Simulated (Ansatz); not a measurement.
## Formation energy and levels of the interstitial O_i (void) in BP (F-43m)

Aim: at which Fermi levels does O_i (void) in BP (F-43m) change its charge? The model is a cell of 54 host atoms with 1 O put in.

Program: Ansatz 0.2.0. Level of theory: place-levels on r2SCAN runs: charge-transition levels and formation energies with image-charge correction and potential alignment at the atomic sites; PAW set soft_1. Results are calculated unless marked as measured.

## Step 1: Set-up

The cell holds 55 atoms: 27 B, 27 P and 1 O. Cell: a = 9.623 Å, b = 9.623 Å, c = 9.623 Å, α = 60.0°, β = 60.0°, γ = 60.0°. It derives from BP (space group F-43m). Nearest the centre at fractional (0.750, 0.083, 0.750): O55 at 0.00 Å, B41 at 1.96 Å, B5 at 1.96 Å, B37 at 1.96 Å, B47 at 1.96 Å, P52 at 2.27 Å, P36 at 2.27 Å, P54 at 2.27 Å.

Structure file:

```xyz
55
Lattice="0.0000 6.8046 6.8046 6.8046 0.0000 6.8046 6.8046 6.8046 0.0000" Properties=species:S:1:pos:R:3 pbc="T T T"
B     0.0000    0.0000    0.0000
P     3.4023    3.4023    3.4023
B     2.2682    2.2682    0.0000
P     5.6705    5.6705    3.4023
B     4.5364    4.5364    0.0000
P     7.9386    7.9386    3.4023
B     2.2682    0.0000    2.2682
P     5.6705    3.4023    5.6705
B     4.5364    2.2682    2.2682
P     7.9386    5.6705    5.6705
B     6.8046    4.5364    2.2682
P    10.2068    7.9386    5.6705
B     4.5364    0.0000    4.5364
P     7.9386    3.4023    7.9386
B     6.8046    2.2682    4.5364
P    10.2068    5.6705    7.9386
B     9.0727    4.5364    4.5364
P    12.4750    7.9386    7.9386
B     0.0000    2.2682    2.2682
P     3.4023    5.6705    5.6705
B     2.2682    4.5364    2.2682
P     5.6705    7.9386    5.6705
B     4.5364    6.8046    2.2682
P     7.9386   10.2068    5.6705
B     2.2682    2.2682    4.5364
P     5.6705    5.6705    7.9386
B     4.5364    4.5364    4.5364
P     7.9386    7.9386    7.9386
B     6.8046    6.8046    4.5364
P    10.2068   10.2068    7.9386
B     4.5364    2.2682    6.8046
P     7.9386    5.6705   10.2068
B     6.8046    4.5364    6.8046
P    10.2068    7.9386   10.2068
B     9.0727    6.8046    6.8046
P    12.4750   10.2068   10.2068
B     0.0000    4.5364    4.5364
P     3.4023    7.9386    7.9386
B     2.2682    6.8046    4.5364
P     5.6705   10.2068    7.9386
B     4.5364    9.0727    4.5364
P     7.9386   12.4750    7.9386
B     2.2682    4.5364    6.8046
P     5.6705    7.9386   10.2068
B     4.5364    6.8046    6.8046
P     7.9386   10.2068   10.2068
B     6.8046    9.0727    6.8046
P    10.2068   12.4750   10.2068
B     4.5364    4.5364    9.0727
P     7.9386    7.9386   12.4750
B     6.8046    6.8046    9.0727
P    10.2068   10.2068   12.4750
B     9.0727    9.0727    9.0727
P    12.4750   12.4750   12.4750
O     5.6705   10.2068    5.6705
```

Screening for the image-charge correction: ε∞ = 9.31, ε0 = 9.42, computed on the host (DFPT, PBEsol, on the r2SCAN cell), and a cell off the functional's own equilibrium shifts the ionic part.

The cell's shortest repeat is 9.6 Å.

## Step 2: The runs of each charge state

Levels follow from differences of total energies between charge states, each relaxed by itself.

Random displacements of about 0.05 Å break the site symmetry at the start, so that the relaxation can reach a distorted minimum if there is one. Forces are taken on a 2×2×2 shifted mesh. The cell holds 2 electrons more than the neutral one, with a uniform background that keeps it neutral on the whole.

The sampling was tested on the host first: at the k-points planned (1x1x1 shifted 0.25 0.25 0.25) its energy lies 0.152 eV an atom from the dense-mesh value, so the final energies take a denser sampling.

One of the inputs; charge, spin and start change from state to state.

File qm2.relax/input.yaml:

```yaml
crystal:
  lattice:
    - [0.0, 2.26818541, 2.26818541]
    - [2.26818541, 0.0, 2.26818541]
    - [2.26818541, 2.26818541, 0.0]
  atoms:
    - { symbol: B, position: [0.0, 0.0, 0.0] }
    - { symbol: P, position: [0.75, 0.75, 0.75] }
  supercell: [3, 3, 3]
  defects: [{ interstitial: { symbol: O, position: [0.75, 0.083333, 0.75] } }]
total_charge: -2
basis:
  ecutwfc: 500
  xc_grid: 2
hamiltonian:
  xc: r2scan
  pseudopotentials: { kind: paw, azcp: { folder: soft_1 } }
kpoints:
  mp_grid: { grid: [2, 2, 2], shift: [0.5, 0.5, 0.5] }
scf:
  occupations: { method: fixed }
  max_iter: 100
output:
  forces: true
  charged_corrections: { epsilon: 9.31, static_epsilon: 9.42 }
relax:
  f_tol: 0.02
  max_steps: 80
  random_displacement: { amplitude: 0.05, seed: 9500 }
checkpoint:
  write: "../qm2.relax.run"
  compress: false
  write_wavefunctions: true
  write_every: 100000
```

The run is started by

```sh
> ansatz run input.yaml --threads 4 --pin off --max-ram 7536MiB --backend cpu --events-out ev --progress --plain --runs-dir out
```

The run of this state that the levels use, under r2SCAN:

File qm2.point/input.yaml:

```yaml
crystal:
  checkpoint: "../qm2.relax.run"
  host: checkpoint
total_charge: -2
basis:
  ecutwfc: 500
  xc_grid: 2
hamiltonian:
  xc: r2scan
  pseudopotentials: { kind: paw, azcp: { folder: soft_1 } }
kpoints:
  mp_grid: { grid: [2, 2, 2], shift: [0.5, 0.5, 0.5] }
scf:
  occupations: { method: fixed }
  max_iter: 100
output:
  forces: true
  eigenvalues: true
  charged_corrections:
    epsilon: 9.31
    static_epsilon: 9.42
    defect_position: [0.75, 0.083333, 0.75]
  eigenstates: { localisation: true }
  populations: true
  band_densities: [{ bands: [v1, v1] }, { bands: [c1, c1] }]
  write_density: true
  write_potential: true
  volumetric_format: npy
checkpoint:
  read: "../qm2.relax.run"
  write: "../qm2.point.run"
  compress: false
  write_wavefunctions: false
  write_every: 100000
```

Relaxations under r2SCAN at a 2×2×2 shifted mesh; times on 4 threads of Arm Neoverse V1, shared host:

| charge | moment (μB) | occupations | outcome | steps | largest displacement against the far atoms (Å) | time |
| --- | --- | --- | --- | --- | --- | --- |
| −2 | 0 | fixed | converged | 27 | 1.71 | 9.9 min |
| −1 | 1 | fixed | converged | 15 | 1.44 | 15 min |
| 0 | 0 | fixed | converged | 13 | 1.34 | 5.2 min |
| −2 | 2 | fixed | converged | 16 | 1.54 | 15 min |

Single points under r2SCAN at a 2×2×2 shifted mesh; times on 4 threads of Arm Neoverse V1, shared host:

| charge | moment (μB) | occupations | outcome | time |
| --- | --- | --- | --- | --- |
| −2 | 0 | fixed | converged | 29 s |
| −1 | 1 | fixed | converged | 57 s |
| 0 | 0 | fixed | converged | 28 s |
| −2 | 2 | fixed | converged | 62 s |

Distances (Å) from O55 to the nearest atoms after relaxation with r2SCAN:

| charge | moment (μB) | 1. | 2. | 3. | 4. | 5. | 6. |
| --- | --- | --- | --- | --- | --- | --- | --- |
| −2 | 0 | B 1.38 | P 1.55 | P 2.29 | B 2.47 | B 2.50 | P 2.74 |
| −2 | 2 | B 1.38 | P 1.57 | P 2.31 | B 2.40 | B 2.55 | P 2.70 |
| −1 | 1 | B 1.38 | P 1.54 | P 2.32 | B 2.38 | P 2.62 | B 2.63 |
| 0 | 0 | B 1.39 | P 1.54 | B 2.34 | P 2.37 | P 2.52 | B 2.74 |

## Step 3: Levels against the band edges, r2SCAN

A charged cell interacts with its images and the background, and its potential has another zero than the host's. place-levels removes the first by a point-charge model, screened by the static dielectric constant since the ions have relaxed around the charge, and the second by comparing potentials at atoms far from the defect.

The host is a run of the defect-free crystal in the same cutoffs, grids and k-points, so that basis and sampling errors cancel in part in the differences. The host is run in a cell of 2 atoms on a matching mesh. Its band edges are searched through the zone by a band path, so the gap is smaller than, or equal to, that on the mesh. Chemical potentials are energies per atom of O (O2 molecule), run with the same functional and cutoff.

File levels.point.yaml:

```yaml
host:
  run: host.point.run
states: [qm2.point.run, qm1_M1.point.run, q0.point.run, qm2_M2.point.run]
geometry_from:
  qm2.point.run: qm2.relax.run
  qm1_M1.point.run: qm1_M1.relax.run
  q0.point.run: q0.relax.run
  qm2_M2.point.run: qm2_M2.relax.run
  host.point.run: host.relax.run
chemical_potentials:
  O:
    energy: -565.989614
    dataset: <sha256 of the dataset>
epsilon: 9.31
static_epsilon: 9.42
vertical:
  - { from: qm2.point.run, to: qm2.point_neutral.run }
  - { from: qm1_M1.point.run, to: qm1_M1.point_neutral.run }
  - { from: qm2_M2.point.run, to: qm2_M2.point_neutral.run }
```

The run is started by

```sh
> ansatz place-levels levels.point.yaml -- --threads 4 --pin off --max-ram 7536MiB
```

Numbers of over 12 decimals in the logs are rounded to 6 here.

What it wrote:

```text
[... repeated set-up lines and file paths are left out, and long positions are rounded to six places ...]
(0/-1) 1.455 eV above the valence edge (+1.890 eV without the band-filling correction), in the conduction band; not on the lower envelope
(-1/-2) 1.449 eV above the valence edge (+2.229 eV without the band-filling correction), in the conduction band; not on the lower envelope
(0/-2) 1.452 eV above the valence edge (+2.059 eV without the band-filling correction), in the conduction band: charges between them are lowest nowhere
formation energy of charge 0: +0.163 eV with the Fermi level at the valence edge
formation energy of charge -1: +1.618 eV with the Fermi level at the valence edge
formation energy of charge -2: +3.066 eV with the Fermi level at the valence edge
vertical -2 to 0: no energy, since no alignment is typed
  the change from vertical[0].from (qm2.point.run) to vertical[0].to (qm2.point_neutral.run): by its potential at epsilon 9.31 it stands at 0.567 0.225 0.065, with an rms radius of about 4.9 Å (3.0 3.0 2.5 Å across the planes of the cell's vectors); [...]
vertical -1 to 0: no energy, since no alignment is typed
  the change from vertical[1].from (qm1_M1.point.run) to vertical[1].to (qm1_M1.point_neutral.run): by its potential at epsilon 9.31 it stands at 0.064 0.885 0.913, with an rms radius of about 4.7 Å (2.4 2.9 2.8 Å across the planes of the cell's vectors); [...]
vertical -2 to 0: no energy, since no alignment is typed
  the change from vertical[2].from (qm2_M2.point.run) to vertical[2].to (qm2_M2.point_neutral.run): by its potential at epsilon 9.31 it stands at 0.542 0.244 0.066, with an rms radius of about 3.7 Å (2.2 2.2 2.0 Å across the planes of the cell's vectors); [...]
  edges by r2scan, gap 1.407 eV; the host is sampled to repeats of 19.25 Å
  the defect's cells are sampled to repeats of 19.25 Å, like sampling
  charge 0: +0.000 eV for its dipole among its images, +0.000 omitted
  charge -1: -25305.2978 eV with its correction of +0.073 eV, at epsilon 9.42, aligned at sites: +0.1849 eV, mean over 24 atomic sites at or beyond 4.81 Å from the defect at [0.7500, 0.0833, 0.7500], with +0.000000 for the charge's moments and without [...]
  charge -2: -25293.8392 eV with its correction of +0.489 eV, at epsilon 9.42, aligned at sites: +0.2704 eV, mean over 24 atomic sites at or beyond 4.81 Å from the defect at [0.7500, 0.0833, 0.7500], with +0.000000 for the charge's moments and without [...]
  charge -2: states[3] (qm2_M2.point.run) stands 0.403 eV higher, with a moment of 2.00 μB against 0.00
  of states[1] (qm1_M1.point.run): it parts from the run at its places by a charge that spreads by about 2.9 Å along one vector (1.4 Å or more is wide), by its potential at epsilon 9.31, taken for that of held ions (one typed too small widens it), where the [...]
  of states[0] (qm2.point.run): it parts from the run at its places by a charge that spreads by about 3 Å along one vector (1.4 Å or more is wide), by its potential at epsilon 9.31, taken for that of held ions (one typed too small widens it), where the cell [...]
  of states[3] (qm2_M2.point.run): it parts from the run at its places by a charge that spreads by about 2.2 Å along one vector (1.4 Å or more is wide), by its potential at epsilon 9.31, taken for that of held ions (one typed too small widens it), where the [...]
  of vertical[0].from (qm2.point.run): its displacements don't fall off away from the defect: farther atoms stand 0.02 Å off the host's places. [...]
  of vertical[0].to (qm2.point_neutral.run): its displacements don't fall off away from the defect: farther atoms stand 0.02 Å off the host's places. [...]
  of vertical[1].from (qm1_M1.point.run): its displacements don't fall off away from the defect: farther atoms stand 0.019 Å off the host's places. [...]
  of vertical[1].to (qm1_M1.point_neutral.run): its displacements don't fall off away from the defect: farther atoms stand 0.019 Å off the host's places. [...]
  of vertical[2].from (qm2_M2.point.run): its displacements don't fall off away from the defect: farther atoms stand 0.018 Å off the host's places. [...]
  of vertical[2].to (qm2_M2.point_neutral.run): its displacements don't fall off away from the defect: farther atoms stand 0.018 Å off the host's places. [...]
```

Wall time 0.47 s (4 threads of Arm Neoverse V1, shared host).

Levels between the charges placed, in eV above the valence top:

|  | gap (eV) | (0/−1) | (−1/−2) |
| --- | --- | --- | --- |
| r2SCAN | 1.41 | 1.45 | 1.45 |

Corrections by state:

| charge | moment (μB) | image terms and alignment (eV) | band filling (eV) | ε used | over the lowest of its charge, as the program ranks them, band filling apart (eV) |
| --- | --- | --- | --- | --- | --- |
| 0 | 0.0 | 0.000 | - | - | 0.000 |
| −1 | 1.0 | 0.073 | -0.435 | 9.42 | 0.000 |
| −2 | 0.0 | 0.489 | -1.215 | 9.42 | 0.000 |
| −2 | 2.0 | 0.521 | - | 9.42 | 0.403 |

The charged structures listed were also run neutral, and place-levels reads from each pair, by the potential or the spins, how wide the charge is by which they differ; that can be the carrier of either run.

| charge | rms radius (Å) | spread where it is widest against the cell (Å) | wide from (Å) | reading |
| --- | --- | --- | --- | --- |
| −1 | 4.7 | 2.89 | 1.36 | wide |
| −2 | 4.9 | 2.98 | 1.36 | wide |

The neutral runs of these pairs need not share the spin of the lowest neutral state, and very wide values only mean spread over the cell.

From the program's caveats on the states, each cut to its opening words:

- charge −1 (1 μB): it parts from the run at its places by a charge that spreads by about 2.9 Å along one vector (1.4 Å or more is wide), by its potential at epsilon 9.31, taken [...]
- charge −1 (1 μB): a band-filling correction moves a carrier to the host's band edge, which changes its energy by -0.435 eV
- charge −1 (1 μB): its displacements don't fall off away from the defect: farther atoms stand 0.019 Å off the host's places
- charge −1 (1 μB), −2 (2 μB): flagged: stability check not made
- charge −2: it parts from the run at its places by a charge that spreads by about 3 Å along one vector (1.4 Å or more is wide), by its potential at epsilon 9.31, taken for [...]
- charge −2: a band-filling correction moves a carrier to the host's band edge, which changes its energy by -1.215 eV
- charge −2: its alignment with the host at atomic sites is doubtful: the mean over the far sites moves by -0.0548 eV from their farther parts to their nearer, more than [...]
- charge −2: its displacements don't fall off away from the defect: farther atoms stand 0.02 Å off the host's places
- charge −2 (2 μB): it parts from the run at its places by a charge that spreads by about 2.2 Å along one vector (1.4 Å or more is wide), by its potential at epsilon 9.31, taken [...]
- charge −2 (2 μB): its alignment with the host at atomic sites is doubtful: the mean over the far sites moves by -0.0577 eV from their farther parts to their nearer, more than [...]
- charge −2 (2 μB): the far atoms show a dipole or second moment of the defect's charge, for which the correction takes or leaves out 0.136 eV: further moments aren't read, and [...]
- charge −2 (2 μB): its displacements don't fall off away from the defect: farther atoms stand 0.018 Å off the host's places
- charge −2 (2 μB): its moments are held at its close (magnetization.spin_locking), by a field of 0.180 eV a Bohr magneton, and its energy and levels are of the state that this [...]
- charge −2 (2 μB): filled levels lie above empty ones at the fixed electron count

The host's formation energy from the elements is -0.484 eV per atom; it sets how far the chemical potentials can move.

Formation energies (eV), B-rich (Δμ(B) = 0.00 eV, Δμ(P) = -0.97 eV, Δμ(O) = 0.00 eV):

| charge | Fermi level at the valence top | at the conduction bottom |
| --- | --- | --- |
| 0 | 0.16 | 0.16 |
| −1 | 1.62 | 0.21 |
| −2 | 3.07 | 0.25 |

Formation energies (eV), P-rich (Δμ(P) = 0.00 eV, Δμ(B) = -0.97 eV, Δμ(O) = 0.00 eV):

| charge | Fermi level at the valence top | at the conduction bottom |
| --- | --- | --- |
| 0 | 0.16 | 0.16 |
| −1 | 1.62 | 0.21 |
| −2 | 3.07 | 0.25 |

## Step 4: Outcome

```yaml
gap_of_the_host: 1.41 eV (r2SCAN)
level_0_minus_1: 1.45 eV above the valence top, past the conduction bottom, not a change between lowest states (1.89 eV above the valence top without the band-filling term)
level_minus_1_minus_2: 1.45 eV above the valence top, past the conduction bottom, not a change between lowest states (2.23 eV above the valence top without the band-filling term)
lowest_of_the_charges_placed_just_above_the_valence_top_0p02_ev: 0
lowest_of_the_charges_placed_just_below_the_conduction_bottom_0p02_ev: 0
lowest_formation_energy_at_mid_gap_of_the_charges_run_b_rich: 0.16 eV
lowest_formation_energy_at_mid_gap_of_the_charges_run_p_rich: 0.16 eV
```

Of the charges placed (−2, −1 and 0), 0 is the lowest from 0.02 eV above the valence top to 0.02 eV below the conduction bottom, a gap of 1.41 eV. Charges above 0 were not placed, so these runs say nothing of levels that involve them. States placed: 0 at 0 μB; −1 at 1 μB; −2 at 0 μB and 2 μB. Other spin states or structures, where not listed, weren't placed. The program finds carriers beyond a band edge of the host and adds a band-filling term at charge −2 (-1.22 eV) and −1 (-0.43 eV); steps to such a charge show no bound level, and a defect level inside a band would be read the same way. At charge −2, −1 and 0 the atom put in ends up to 1.7 Å from its starting place, so the name tells the start alone and the levels can join different sites. O is taken at its element; compounds, which aren't counted here, bound the chemical potentials and would shift these formation energies. The program doubts the alignment of potentials for at least one state, a sign that the cell is small. Limits: r2SCAN makes the gap too small and tends to spread out bound carriers; where a gas molecule sets a chemical potential or the host's formation energy, its binding is uncorrected.

[Logs are printed without paths, hosts, clocks, repeated set-up lines and the standing remarks that a program may print on its own settings, such as how far it seeks lower states.]

[Hosts, paths, dates, database ids (printed as entryN), source tags and the programs' standing remarks are cut or masked in the printed files.]

[Where a table of states has a column of steps, it counts the stored structures, which are thinned; the runs took as many ionic steps or more.]

[A defect's name tells the site on which it was built; relaxed atoms can leave that site.]

[For some hosts the program warned that the k-mesh of the response run may be too coarse for force constants and the static dielectric constant; such warnings are not shown here.]
